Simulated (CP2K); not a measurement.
Consider 2-carboxypyrrole at its PBE geometry (Å).

```xyz
13

O     2.2350   -1.1112    0.9448
C     1.7431   -0.2735    0.1863
O     2.5040    0.5405   -0.6209
C     0.3222   -0.0294    0.0300
C    -0.4158    0.8437   -0.7712
C    -1.7827    0.6087   -0.5014
C    -1.8509   -0.4011    0.4578
N    -0.5749   -0.7714    0.7710
H     3.4300    0.2832   -0.4358
H     0.0089    1.5604   -1.4647
H    -2.6317    1.1128   -0.9499
H    -2.7057   -0.8723    0.9291
H    -0.2815   -1.4903    1.4248
```

Method: CP2K XAS_TDP, all-electron GAPW, PBEh(45%), aug-cc-pVDZ, TDA, no relativity.

Question: Where do the C K-edge lines lie, and how strong are they?

Leading lines: C2 283.50 eV, C4 282.35 eV, C5 281.33 eV, C6 282.37 eV and C7 282.24 eV. The leading line of an atom is its first one with 35 % of the strongest within 2.5 eV of its lowest line over the strength cut. 

The first six lines of each atom with a strength over 0.0015:

| atom | energy (eV) | states | strength, one atom |
| --- | --- | --- | --- |
| C2 (bonded to C and 2 O) | 283.50 | 1 | 0.0694 |
|  | 288.12 | 1 | 0.0037 |
|  | 289.05 | 1 | 0.0129 |
|  | 289.56 | 1 | 0.0023 |
|  | 289.95 | 1 | 0.0087 |
|  | 290.00 | 1 | 0.0035 |
| C4 (bonded to 2 C and N) | 282.35 | 1 | 0.0237 |
|  | 285.39 | 1 | 0.0312 |
|  | 285.47 | 1 | 0.0027 |
|  | 286.17 | 1 | 0.0056 |
|  | 286.57 | 1 | 0.0016 |
|  | 286.81 | 1 | 0.0023 |
| C5 (bonded to 2 C and H) | 281.33 | 1 | 0.0460 |
|  | 284.53 | 1 | 0.0063 |
|  | 284.56 | 1 | 0.0069 |
|  | 285.26 | 1 | 0.0033 |
|  | 285.77 | 1 | 0.0016 |
|  | 285.94 | 1 | 0.0023 |
| C6 (bonded to 2 C and H) | 282.37 | 1 | 0.0513 |
|  | 282.81 | 1 | 0.0021 |
|  | 284.18 | 1 | 0.0088 |
|  | 284.98 | 1 | 0.0022 |
|  | 285.71 | 2 | 0.0048 |
|  | 286.78 | 1 | 0.0018 |
| C7 (bonded to C, N and H) | 282.24 | 1 | 0.0509 |
|  | 285.07 | 1 | 0.0122 |
|  | 285.38 | 1 | 0.0058 |
|  | 286.15 | 1 | 0.0016 |
|  | 286.33 | 1 | 0.0017 |
|  | 286.77 | 1 | 0.0035 |

Lines are vertical, at one geometry, with no vibrational structure. Without a correction of the core level, line positions, and the gaps between valence and Rydberg lines, follow the share of exact exchange. At this level such K lines come out 3 to 6 eV under measured ones. These values hold no scalar relativity, about 0.1 eV for C 1s. Rydberg lines, and the discretised continuum above threshold, depend on the basis and the box.

[Banner, clock and machine lines of the logs are left out without a mark of their own.]

[Logs are printed without paths, hosts, clocks, repeated set-up lines and the standing remarks that a program may print on its own settings, such as how far it seeks lower states.]

[Hosts, paths, dates, database ids (printed as entryN), source tags and the programs' standing remarks are cut or masked in the printed files.]
